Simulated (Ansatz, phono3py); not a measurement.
## Phonon transport in KI (Fm-3m)

How well does the lattice of KI conduct heat?

What experiment has found for this phase:
- thermal conductivity 2.6 W/m/K near room temperature (given in “Combining the AFLOW GIBBS and Elastic Libraries to efficiently and robustly screen thermo-mechanical properties of solids”, 2017, arXiv:1611.05714)
- thermal conductivity 2.6 W/m/K near room temperature (given in “Predicting the lattice thermal conductivity of solids by solving the Boltzmann transport equation: AFLOW - AAPL an automated, accurate and efficient framework”, 2017, arXiv:1611.05481)

Program: Ansatz 0.2.0. Level of theory: DFT r2SCAN, scalar-relativistic, plane waves, PAW. Results are calculated unless marked as measured.

### Step 1. The structure

The structure is cubic, space group Fm-3m (No. 225). Conventional cell: a = 7.066 Å, b = 7.066 Å, c = 7.066 Å, α = 90.00°, β = 90.00°, γ = 90.00°. Nearest to K lie 6 I at 3.53 Å. Nearest to I lie 6 K at 3.53 Å. Farther neighbours and most contacts between anions are not listed.

### Step 2. Probe on a coarse mesh

Before spending time, one coarse run tells the gap and the pressure of the starting cell.

The input, input.yaml:

```yaml
crystal:
  lattice:
    - [0.0, 3.532775, 3.532775]
    - [3.532775, 0.0, 3.532775]
    - [3.532775, 3.532775, 0.0]
  atoms:
    - { symbol: K, position: [0.0, 0.0, 0.0] }
    - { symbol: I, position: [0.5, 0.5, 0.5] }
kpoints:
  mp_grid: { grid: [4, 4, 4] }
hamiltonian:
  xc: r2scan
scf:
  occupations: { method: gaussian, width: 0.1 }
output:
  forces: true
  stress: true
  eigenvalues: true
```

Started as:

```console
> ansatz run input.yaml --threads 8 --pin off --max-ram 16384MiB --backend cpu --events-out ev --progress --plain --runs-dir out
```

Numbers of over 12 decimals in the logs are rounded to 6 here.

Output:

```text
Engine: ansatz 0.2.0, aarch64-unknown-linux-gnu
Pseudopotentials: kind: paw
Pseudopotential: K, paw, valence charge 9, recommended cutoff 500 eV (meta_gga), K.paw.azcp
Pseudopotential: I, paw, valence charge 17, recommended cutoff 500 eV (meta_gga), I.paw.azcp
Functional definition: r2SCAN
  parameter k0 = 0.174
  parameter k1 = 0.065
  parameter a1 = 4.9479
  exchange = r2scan_x(k0 = k0, k1 = k1, a1 = a1)
  correlation = r2scan_c
Crystal: 2 atoms, lattice volume = 88.182 Å³
Basis set: ecut = 500 eV, 2229 PW (Γ), exchange–correlation on 160×160×160 points (64 copies of the dense FFT grid, shifted against one another)
Bands: 17, of which v1, the nominal top of the filled ones, is band 13 counted from 1 (12 counted from 0)
Symmetry: 48 space group operations
Space group: Fm-3m (ITA 225), of the structure as read, at distance tolerance 4.5e-5 Å
k-points: 8 of 64
Non-local potential: K, projectors of the file, l = 0: 3, l = 1: 2, l = 2: 2
Non-local potential: I, projectors of the file, l = 0: 2, l = 1: 2, l = 2: 2, l = 3: 2
PAW form: soft (Blöchl's): semilocal exchange-correlation on the pseudo side does not see the compensation charge
PAW frozen core: K, regenerated for the run's functional (the file was generated under x = pbe(κ = 0.804, μ = 0.219515), c = pbe(β = 0.066725))
PAW frozen core: I, regenerated for the run's functional (the file was generated under x = pbe(κ = 0.804, μ = 0.219515), c = pbe(β = 0.066725))
PAW one-centre angular grid: K, 302 points (default); XC on 160 Gauss nodes
PAW one-centre angular grid: I, 590 points (default); XC on 160 Gauss nodes
Initial density: superposition of atomic densities (neutral atoms: chi_scale 0, normalization atom), corrected by the library's trained network
Initial wavefunctions: pseudopotential atomic-orbital guess
Functional: x = r2scan, c = r2scan; τ floored in thin density (d = 2e-4 eV/Å³)
SCF iter   1: F=—  HF=-9073.911563 eV  |F-HF|=—  |Δ(HF+E_count)|=         —  Δρ=2.53e-3  dr2=3.58e-3  dr2_τ=6.46e-4  ethr=1.77e-3  ⟨swp⟩=6.1  Hψ=779  notcnv=0
preconditioner: auto → none  [insulator: Δε(μ)=4.633 eV  Ē_g=14.546 eV  σ=0.100 eV  W_gap=1.00  n_scr=14 (ndim 8)  ℏωp=14.8 eV  f_vac=0.140  D(μ)=0.00/eV (n_scr^D=0)  ε∞_Penn≈2.0]
SCF iter   2: F=—  HF=-9073.920118 eV  |F-HF|=—  |Δ(HF+E_count)|=   8.55e-3  Δρ=9.76e-4  dr2=3.80e-4  dr2_τ=4.78e-5  ethr=1.38e-5  ⟨swp⟩=2.5  Hψ=336  notcnv=0
SCF iter   3: F=—  HF=-9073.920277 eV  |F-HF|=—  |Δ(HF+E_count)|=   1.59e-4  Δρ=2.48e-4  dr2=2.27e-5  dr2_τ=5.36e-6  ethr=1.46e-6  ⟨swp⟩=2.1  Hψ=236  notcnv=0
SCF iter   4: F=—  HF=-9073.920303 eV  |F-HF|=—  |Δ(HF+E_count)|=   2.57e-5  Δρ=7.96e-5  dr2=8.60e-6  dr2_τ=4.69e-7  ethr=8.74e-8  ⟨swp⟩=2.0  Hψ=240  notcnv=0
iter 5 did not close the SCF: its close was put off for the readings that it lacked (scf_convergence_deferred on its scf_iter line)
SCF iter   5: F=-9073.920300 eV  HF=-9073.920300 eV  |F-HF|=4.72e-8  |Δ(HF+E_count)|=   3.00e-6  Δρ=9.59e-6  dr2=7.60e-8  dr2_τ=9.30e-9  ethr=3.31e-8  ⟨swp⟩=2.0  Hψ=240  notcnv=0
SCF iter   6: F=-9073.920300 eV  HF=-9073.920300 eV  |F-HF|=9.50e-10  |Δ(HF+E_count)|=   6.95e-8  Δρ=2.34e-6  dr2=2.94e-9  dr2_τ=4.04e-10  ethr=2.92e-10  ⟨swp⟩=3.6  Hψ=741  notcnv=0
SCF 1 converged in 6 iterations: F = -9073.920300 eV  dr2 = 2.94e-9
  greatest PAW one-centre occupation: 0.998 electrons in one spin orbital (limit 2), on the I atom at site 1 (counted from 0), in its partial waves of l = 2
SCF converged after 6 iterations
Free energy (F): -9073.920300 eV
Harris-Foulkes:  -9073.920300 eV  (|F-HF|=9.50e-10)
Internal energy: -9073.920300 eV  (E = F + TS)
E sigma→0 (E₀):  -9073.920300 eV
Fermi energy:    4.232486 eV
--- Per-component energies (eV) ---
  E_band       = -543.636026
  E_kinetic    = 442.747992
  E_local      = -2828.540534  (includes V_loc(G=0)·N_el)
  E_nonlocal   = -77.372303
  E_hartree    = 1340.391747
  E_xc         = -255.069066
  E_vxc        = -326.375919  (∫ρ·V_xc dr)
  E_paw        = -5627.522610  (= ΣΔE_a)
  E_vpaw       = -454.380707  (= ΣTr[D̂ρ^β])
  E_aug_tail   = -0.000036  (compensation charges beyond the density's cutoff)
  E_vtau       = 19.504471  (kinetic-family band-sum trace: ∫τ·v_τ [+ j·A + Jᵃ·Aᵃ] dr)
  E_ewald      = -2068.432357
  E_core_change = -0.123132  (= ΣΔE_core)
  E_smearing   = -0.000000  (= −TS)
  E_closure    = -0.000000  (closes the sum)
  Σ components = -9073.920300   (vs F -9073.920300, Δ=0.00e0)
--- Forces (eV/Å), atoms counted from 1 ---
  atom   1  K     -0.00000000     0.00000000    -0.00000000
  atom   2  I      0.00000000    -0.00000000    -0.00000000
  max |Σ_I F_I| component: 6.23e-29 eV/Å
--- Stress (GPa, compression-positive) ---
        0.150761       0.000000      -0.000000
        0.000000       0.150761       0.000000
       -0.000000       0.000000       0.150761
  P = ⅓ Tr σ = 0.1508 GPa (1.508 kbar)
--- Band table (eV; the first three rows and the last of 8) ---
  k-point 0: bands = [... 9 lower, -8.8801, 1.9261, 1.9261, 1.9261, 6.5365, 8.9870, 8.9870, 8.9870]
  k-point 1: bands = [... 9 lower, -8.7266, 1.1774, 1.7503, 1.7503, 7.5916, 9.0534, 9.6281, 9.6281]
  k-point 2: bands = [... 9 lower, -8.5816, 0.6071, 1.5898, 1.5898, 7.9540, 10.2627, 10.7084, 10.7084]
  k-point 7: bands = [... 9 lower, -8.6627, 1.1872, 1.1872, 1.3307, 8.9034, 8.9034, 9.3135, 10.9104]
```

It took 1.4 s on 8 threads of Arm Neoverse V1, shared host; peak memory 0.59 GiB.

A gap read on the k-mesh alone can miss the band edges.

Numbers from this step:

```yaml
pressure: 0.1508 GPa
gap_on_the_k_mesh: 4.610 eV
volume_per_atom: 44.09 Å³
```

The start is under 0.15 GPa at this level and looks like an insulator or semiconductor on this mesh.

### Step 3. Finding the static equilibrium

The vibrations must be taken about the equilibrium of this functional, not about the starting cell, so the structure is relaxed.

input.yaml, the sections that differ from step 2:

```yaml
kpoints:
  mp_grid: { grid: [6, 6, 6] }
scf:
  occupations: { method: gaussian, width: 0.02 }
output:
  forces: true
  stress: true
  eigenvalues: true
  write_density: true
  write_potential: true
  elf: true
  volumetric_format: npy
relax:
  adjacent_minimum: "off"
  f_tol: 0.005
  max_steps: 80
  cell: { stress_tol: 0.05 }
# crystal, hamiltonian: as in step 2
```

Output:

```text
[...]
Crystal: 2 atoms, lattice volume = 88.182 Å³
Basis set: ecut = 500 eV, 2229 PW (Γ), exchange–correlation on 160×160×160 points (64 copies of the dense FFT grid, shifted against one another)
Bands: 17, of which v1, the nominal top of the filled ones, is band 13 counted from 1 (12 counted from 0)
Symmetry: 48 space group operations
[...]
k-points: 16 of 216
[...]
SCF iter   1: F=—  HF=-9073.912031 eV  |F-HF|=—  |Δ(HF+E_count)|=         —  Δρ=2.50e-3  dr2=3.45e-3  dr2_τ=6.51e-4  ethr=1.77e-3  ⟨swp⟩=6.8  Hψ=1618  notcnv=0
[...]
SCF iter   6: F=-9073.920993 eV  HF=-9073.920993 eV  |F-HF|=9.75e-10  |Δ(HF+E_count)|=   2.96e-8  Δρ=1.85e-6  dr2=2.44e-9  dr2_τ=2.36e-10  ethr=3.85e-10  ⟨swp⟩=10.9  Hψ=2026  notcnv=0
SCF 1 converged in 6 iterations: F = -9073.920993 eV  dr2 = 2.44e-9
[...]
relax step   1: F+E_penalty+E_count = -9073.92099277 eV  Δ(F+E_penalty+E_count) = +0.000e0 eV  max|allowed force component| = 3.178e-29 eV/Å  Δτ_max = 0.0000 Å  P = +0.145 GPa  Ω = 88.182 Å³  (6 SCF iters, dr2 threshold 1.00e-7 eV, accepted)
Crystal: 2 atoms, lattice volume = 88.601 Å³
[...]
iter 1 solved again at ethr=4.27e-8 eV; its pass at ethr=3.10e-3 eV (dr2=1.11e-5 eV) is discarded
SCF iter   1: F=—  HF=-9073.920957 eV  |F-HF|=—  |Δ(HF+E_count)|=         —  Δρ=9.66e-5  dr2=2.32e-5  dr2_τ=1.55e-4  ethr=4.27e-8  ⟨swp⟩=3.0  Hψ=1909  notcnv=0
eigensolver tolerance schedule calibrated: the retry pair's looser diagonalisation under-reported the residual by θ = 0.52 (0.11/decade); ethr = c·dr2/N_el runs at the constant in force after the calibration composes with the one it found (an armed cap, an earlier calibration), c = 8.7e-2
[...]
SCF iter   2: F=—  HF=-9073.921255 eV  |F-HF|=—  |Δ(HF+E_count)|=   2.98e-4  Δρ=4.83e-5  dr2=3.66e-6  dr2_τ=1.32e-7  ethr=4.27e-8  ⟨swp⟩=2.8  Hψ=608  notcnv=0
[...]
SCF iter   4: F=-9073.921254 eV  HF=-9073.921254 eV  |F-HF|=5.54e-9  |Δ(HF+E_count)|=   2.04e-8  Δρ=5.71e-6  dr2=3.41e-8  dr2_τ=5.34e-9  ethr=1.76e-10  ⟨swp⟩=7.8  Hψ=2006  notcnv=0
SCF 2 converged in 4 iterations: F = -9073.921254 eV  dr2 = 3.41e-8
relax step   2: F+E_penalty+E_count = -9073.92125435 eV  Δ(F+E_penalty+E_count) = -2.616e-4 eV  max|allowed force component| = 1.474e-29 eV/Å  Δτ_max = 0.0000 Å  P = +0.083 GPa  Ω = 88.601 Å³  energy of the carried Pulay correction = -3.800e-5 eV  (4 SCF iters, dr2 threshold 5.28e-8 eV, accepted)
Crystal: 2 atoms, lattice volume = 89.173 Å³
[...]
SCF iter   5: F=-9073.921355 eV  HF=-9073.921355 eV  |F-HF|=5.24e-9  |Δ(HF+E_count)|=   3.81e-8  Δρ=3.31e-6  dr2=1.10e-8  dr2_τ=3.25e-10  ethr=5.14e-11  ⟨swp⟩=9.6  Hψ=1773  notcnv=0
SCF 3 converged in 5 iterations: F = -9073.921355 eV  dr2 = 1.10e-8
relax step   3: F+E_penalty+E_count = -9073.92135516 eV  Δ(F+E_penalty+E_count) = -1.008e-4 eV  max|allowed force component| = 1.108e-29 eV/Å  Δτ_max = 0.0000 Å  P = +0.002 GPa  Ω = 89.173 Å³  energy of the carried Pulay correction = -8.947e-5 eV  (5 SCF iters, dr2 threshold 1.74e-8 eV, accepted)
[...]
SCF iter   1: F=—  HF=-9073.921359 eV  |F-HF|=—  |Δ(HF+E_count)|=         —  Δρ=9.22e-5  dr2=1.55e-7  dr2_τ=4.61e-8  ethr=4.33e-7  ⟨swp⟩=3.0  Hψ=2351  notcnv=0
eigensolver tolerance schedule: the retry pair's looser diagonalisation over-reported the residual by 723.09 of it (diagonalisation noise at 0.11 of the residual, at the tolerance the schedule requests for it); recorded, not acted on — ethr = c·dr2/N_el stays at c = 1.0e-1
[...]
SCF iter   2: F=—  HF=-9073.921464 eV  |F-HF|=—  |Δ(HF+E_count)|=   1.05e-4  Δρ=4.61e-5  dr2=3.68e-8  dr2_τ=8.19e-7  ethr=5.97e-10  ⟨swp⟩=2.7  Hψ=515  notcnv=0
[...]
SCF iter   5: F=-9073.921438 eV  HF=-9073.921438 eV  |F-HF|=5.09e-11  |Δ(HF+E_count)|=   1.18e-9  Δρ=1.27e-7  dr2=1.30e-11  dr2_τ=1.55e-12  ethr=1.00e-12  ⟨swp⟩=5.7  Hψ=1475  notcnv=0
SCF 4 converged in 5 iterations: F = -9073.921438 eV  dr2 = 1.30e-11
relax step   4: F+E_penalty+E_count = -9073.92143785 eV  Δ(F+E_penalty+E_count) = -8.269e-5 eV  max|allowed force component| = 1.874e-29 eV/Å  Δτ_max = 0.0000 Å  P = +0.003 GPa  Ω = 89.173 Å³  stress off target by 2.88e-3 GPa  SCF on the basis re-selected at this cell (its energy is not comparable with the rows above)  (5 SCF iters)
basis re-selected at this cell: Δ(F+E_penalty+E_count) = -8.269e-5 eV, ΔP = +0.001 GPa vs the last step (what re-selecting the basis moved, of the pressure what is left beyond the Pulay correction that the steps carried, after the strain that the cell walked since its last selection, with what the two solves' SCF thresholds leave and, on support functions, any second-order correction that the steps lacked; it is no m [...]
SCF converged after 5 iterations
Free energy (F): -9073.921438 eV
[...]
Internal energy: -9073.921438 eV  (E = F + TS)
E sigma→0 (E₀):  -9073.921438 eV
Fermi energy:    4.129087 eV
[...]
--- Stress (GPa, compression-positive) ---
        0.002879      -0.000000      -0.000000
       -0.000000       0.002879      -0.000000
       -0.000000      -0.000000       0.002879
  P = ⅓ Tr σ = 0.0029 GPa (0.029 kbar)
--- Band table (eV; the first three rows and the last of 16) ---
  k-point 0: bands = [... 9 lower, -8.9513, 1.8379, 1.8379, 1.8379, 6.4201, 8.9046, 8.9046, 8.9046]
  k-point 1: bands = [... 9 lower, -8.8775, 1.4392, 1.7505, 1.7505, 7.0275, 8.7932, 9.2069, 9.2069]
  k-point 2: bands = [... 9 lower, -8.7362, 0.8101, 1.5874, 1.5874, 7.7227, 9.4335, 9.9396, 9.9396]
  k-point 15: bands = [... 9 lower, -8.7575, 0.9680, 1.2779, 1.3077, 7.9872, 8.9434, 9.7854, 10.9055]
--- Relaxed structure (3 steps of the walk, 3 accepted, 1 SCFs on fresh bases) ---
  F+E_penalty+E_count = -9073.92143785 eV   max|allowed force component| = 1.874e-29 eV/Å   (the final SCF, on the basis selected at the relaxed cell)
  cell:  # Å, volume = 89.1729 Å³
    - [0, 3.545963, 3.545963]
    - [3.545963, 0, 3.545963]
    - [3.545963, 3.545963, 0]
  atoms:
    - { symbol: K, position: [0, 0, 0] }
    - { symbol: I, position: [0.5, 0.5, 0.5] }
```

Elapsed: 3.7 s, on 8 threads; peak memory 0.66 GiB.

Step by step:

| step | energy less that of the first step (eV) | largest force component (eV/Å) | pressure (GPa) | volume (Å³) |
| --- | --- | --- | --- | --- |
| 1 | 0.0000 | 0.0000 | 0.15 | 88.18 |
| 2 | -0.0003 | 0.0000 | 0.08 | 88.60 |
| 3 | -0.0004 | 0.0000 | 0.00 | 89.17 |
| 4* | -0.0004 | 0.0000 | 0.00 | 89.17 |

Relaxation steps marked * repeat the geometry before them on a plane-wave basis chosen anew for their cell, so energy and pressure can jump there.

Forces are held to the 48 operations that the run works with; a distortion that breaks them can't arise in this run.

| conventional cell, symmetrised | before | after | change |
| --- | --- | --- | --- |
| a (Å) | 7.066 | 7.092 | +0.4 % |
| b (Å) | 7.066 | 7.092 | +0.4 % |
| c (Å) | 7.066 | 7.092 | +0.4 % |
| volume (Å³/atom) | 44.09 | 44.59 | +1.1 % |

Final coordinates:

```cif
data_structure
_symmetry_space_group_name_H-M 'P 1'
_symmetry_Int_Tables_number 1
_cell_length_a 5.0147
_cell_length_b 5.0147
_cell_length_c 5.0147
_cell_angle_alpha 60.000
_cell_angle_beta 60.000
_cell_angle_gamma 60.000
_cell_volume 89.17
loop_
_atom_site_label
_atom_site_type_symbol
_atom_site_fract_x
_atom_site_fract_y
_atom_site_fract_z
_atom_site_occupancy
K1 K 0.00000 0.00000 0.00000 1
I2 I 0.50000 0.50000 0.50000 1
```

This step gave:

```yaml
pressure: 0.002879 GPa
gap_on_the_k_mesh: 4.582 eV
volume_per_atom: 44.59 Å³
```

ELF in the ac plane of the conventional cell at fractional y = 0.000, with atoms of K and I within 0.2 Å of it. It is the smooth field of the valence electrons, not physical close to the nuclei.

Ten even steps from '0' (0.01) to '9' (0.86), each cell a mean:
```
89930587522478721799
99720488755678710599
76300378877888610157
10000157888886300001
21110013455442000112
77641000000000003677
88874100234310026888
67886103799851048877
35787106999983048864
43687217987994058752
24787217998993058752
56787105999972048875
78886101577630037887
88863000011000015788
54420001122111001345
00000036777764100000
43100268888887410023
98510488776788610379
99830488643578710699
79940587524368721798
```
Columns run along a (7.1 Å), rows up along c (7.1 Å), edges of the conventional cell, whose origin can differ from the input's. Atoms in or near the plane, at fractional coordinates: K at (0.00, 0.00), K at (0.50, 0.50), I at (0.50, 0.00), I at (0.00, 0.50).

Valence density in the ac plane of the conventional cell at fractional y = 0.000, with atoms of K and I within 0.2 Å of it. It is the smooth field of the valence electrons, not physical close to the nuclei.

Values in e/Å³, 11 rows by 16 columns, each cell a mean:
```
 3  2  0  0  0  0  1  7  9  3  1  0  0  0  1  3
 0  0  0  0  0  0  0  1  1  0  0  0  0  0  0  0
 0  0  0  0  0  0  0  0  0  0  0  0  0  0  0  0
 0  0  0  0  0  0  0  0  0  0  0  0  0  0  0  0
 5  2  0  0  0  0  1  2  2  1  0  0  0  0  1  4
15  5  1  0  0  0  1  4  4  2  0  0  0  0  2 11
 3  1  0  0  0  0  0  1  2  1  0  0  0  0  1  2
 0  0  0  0  0  0  0  0  0  0  0  0  0  0  0  0
 0  0  0  0  0  0  0  0  0  0  0  0  0  0  0  0
 1  0  0  0  0  0  0  1  1  1  0  0  0  0  0  1
 4  2  0  0  0  0  2 10 13  4  1  0  0  0  1  3
```
Columns run along a (7.1 Å), rows up along c (7.1 Å), edges of the conventional cell, whose origin can differ from the input's. Atoms in or near the plane, at fractional coordinates: K at (0.00, 0.00), K at (0.50, 0.50), I at (0.50, 0.00), I at (0.00, 0.50).

Electrostatic potential energy in the ac plane of the conventional cell at fractional y = 0.000, with atoms of K and I within 0.2 Å of it. With pseudopotentials it is smooth inside the atoms' cores, unlike the true potential.

Values in eV, 11 rows by 16 columns, each cell a mean:
```
-35 -21  -1   5   6   1 -12  -4   0 -11  -5   5   6   3 -12 -32
 -3   1   5   6   7   6   1  -5  -6  -2   5   7   7   5   3  -2
  6   6   7   7   8   7   7   6   6   6   7   8   8   7   6   6
 -2   2   6   7   7   6   4   2   1   3   5   7   7   7   4  -1
 -6 -12  -2   6   6   3  -8 -26 -29 -15   1   5   6   2 -10  -8
  7  -7  -8   5   6   2 -19 -38 -38 -29  -3   5   6  -1 -13   4
-10 -10   1   6   6   4  -3 -17 -20  -8   2   6   7   4  -7 -11
  3   5   7   8   7   6   5   4   4   5   6   7   8   7   6   3
  5   6   7   7   8   7   6   5   5   6   7   8   7   7   6   5
-11  -3   3   6   7   5  -3 -10 -10  -6   3   7   7   5   0  -9
-38 -27  -2   5   6   0 -13   2   5  -9  -7   5   6   2 -16 -36
```
Columns run along a (7.1 Å; values clipped at the 3rd and 97th percentile), rows up along c (7.1 Å), edges of the conventional cell, whose origin can differ from the input's. Atoms in or near the plane, at fractional coordinates: K at (0.00, 0.00), K at (0.50, 0.50), I at (0.50, 0.00), I at (0.00, 0.50).

The relaxation ends with a pressure of 0.00 GPa.

### Step 4. Relaxing to small residual forces and stress

The thresholds are tightened for a last relaxation ahead of the phonons, and where mesh or smearing change with them the cell follows.

The input, input.yaml:

```yaml
crystal:
  lattice:
    - [0.0, 3.5459631649, 3.5459631649]
    - [3.5459631649, 0.0, 3.5459631649]
    - [3.5459631649, 3.5459631649, 0.0]
  atoms:
    - { symbol: K, position: [0.0, 0.0, 0.0] }
    - { symbol: I, position: [0.5, 0.5, 0.5] }
kpoints:
  mp_grid: { grid: [6, 6, 6] }
hamiltonian:
  xc: r2scan
scf:
  occupations: { method: fixed }
output:
  forces: true
  stress: true
  eigenvalues: true
relax:
  adjacent_minimum: "off"
  f_tol: 0.001
  max_steps: 60
  cell: { stress_tol: 0.01 }
```

Output:

```text
[...]
Crystal: 2 atoms, lattice volume = 89.173 Å³
Basis set: ecut = 500 eV, 2229 PW (Γ), exchange–correlation on 160×160×160 points (64 copies of the dense FFT grid, shifted against one another)
Bands: 17, of which v1, the nominal top of the filled ones, is band 13 counted from 1 (12 counted from 0)
Symmetry: 48 space group operations
[...]
k-points: 16 of 216
[...]
k-point 15: bands = [... 9 lower, -8.7575, 0.9680, 1.2780, 1.3077, 7.9872, 8.9434, 9.7854, 10.9055]
--- Relaxed structure (1 steps of the walk, 1 accepted, 1 SCFs on fresh bases) ---
[...]
cell:  # Å, volume = 89.1729 Å³
    - [0.0, 3.5459631649, 3.5459631649]
    - [3.5459631649, 0.0, 3.5459631649]
    - [3.5459631649, 3.5459631649, 0.0]
  atoms:
    - { symbol: K, position: [0.0, 0.0, 0.0] }
    - { symbol: I, position: [0.5, 0.5, 0.5] }
[key lines of the parts left out:]
SCF converged after 5 iterations
Free energy (F): -9073.921438 eV
Fermi energy:    1.837933 eV
P = ⅓ Tr σ = 0.0029 GPa (0.029 kbar)
```

It took 1.9 s on 8 threads; peak memory 0.65 GiB.

Little changed from the start: no atom moved by 0.005 Å and no cell edge by 0.1 %.

Numbers from this step:

```yaml
pressure: 0.002880 GPa
```

The residual pressure is 0.0029 GPa, small enough for phonons.

(Part 1 of 2 ends here.)

[Logs are printed without paths, hosts, clocks, repeated set-up lines and the standing remarks that a program may print on its own settings, such as how far it seeks lower states.]

[Hosts, paths, dates, database ids (printed as entryN), source tags and the programs' standing remarks are cut or masked in the printed files.]

[A step with changed settings may run another functional than the one named; its input shows which.]
